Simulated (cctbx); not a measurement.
**Li4Mn3CoS8 across an absorption edge**

Space group C2/m (no. 12), a = 15.2360 Å, b = 3.7340 Å, c = 12.2817 Å, α = 90.00°, β = 127.89°, γ = 90.00°.

| atom | mult. | x | y | z | Ueq (Å²) |
| --- | --- | --- | --- | --- | --- |
| Co1 | 2 | 0 | 1/2 | 1/2 | 0.0072 |
| Mn1 | 4 | 0.9961 | 0 | 0.7473 | 0.0071 |
| Mn2 | 2 | 0 | 1/2 | 0 | 0.0069 |
| S1 | 4 | 0.6145 | 1/2 | 0.1834 | 0.0130 |
| S2 | 4 | 0.1166 | 1/2 | 0.9335 | 0.0082 |
| S3 | 4 | 0.1160 | 0 | 0.6853 | 0.0106 |
| S4 | 4 | 0.1098 | 1/2 | 0.4252 | 0.0118 |
| Li1 | 4 | 0.7547 | 0 | 0.3797 | 0.0152 |
| Li2 | 4 | 0.7540 | 1/2 | 0.1282 | 0.0183 |

The model is made up (kin elements in a known structure type, no relaxation), so it says nothing on whether the phase exists.

Calculated with cctbx: free-atom f′ and f″ from the Sasaki tables, no fine structure; amplitudes in electrons.

```csv
E (eV),F 0 0 3,F 0 0 4,F 0 0 2,F 3 1 1
5939,4.6,97.3,0.8,9.1
6289,3.2,92.2,2.0,10.6
6419,1.8,87.8,3.3,12.1
6479,0.3,83.3,4.7,13.8
6509,1.3,79.2,6.0,15.3
6524,2.8,74.9,7.4,17.0
6531,4.3,71.1,8.7,18.5
6535,5.8,66.9,10.1,20.2
6543,10.0,69.3,12.6,21.9
6547,9.0,74.0,11.3,20.1
6554,8.3,78.1,10.1,18.5
6569,7.8,82.5,9.0,16.7
6599,7.7,86.9,8.0,15.0
6689,8.2,92.8,6.8,12.6
6939,9.4,98.5,6.2,9.9
```

**Question.** Which edge is crossed, and why do the reflections move as they do?

The K edge of Mn. The edge is at 6539 eV. f′ of Mn falls from -3.7 e at 6419 eV to -7.3 e at 4 eV below it, and f″ steps from 0.46 to 3.95 e across it. Over that approach |F| changes by +222 % (0 0 3), -24 % (0 0 4), +206 % (0 0 2) and +67 % (3 1 1): a reflection falls where Mn scatters in phase with the total and rises where it scatters against it; it hardly moves where the Mn term is small or cancels by symmetry. Above the edge the larger f″ enters the imaginary part, where it can add to or cancel the other atoms' f″. The structure is centrosymmetric, so Friedel mates stay equal.

[Logs are printed without paths, hosts, clocks, repeated set-up lines and the standing remarks that a program may print on its own settings, such as how far it seeks lower states.]
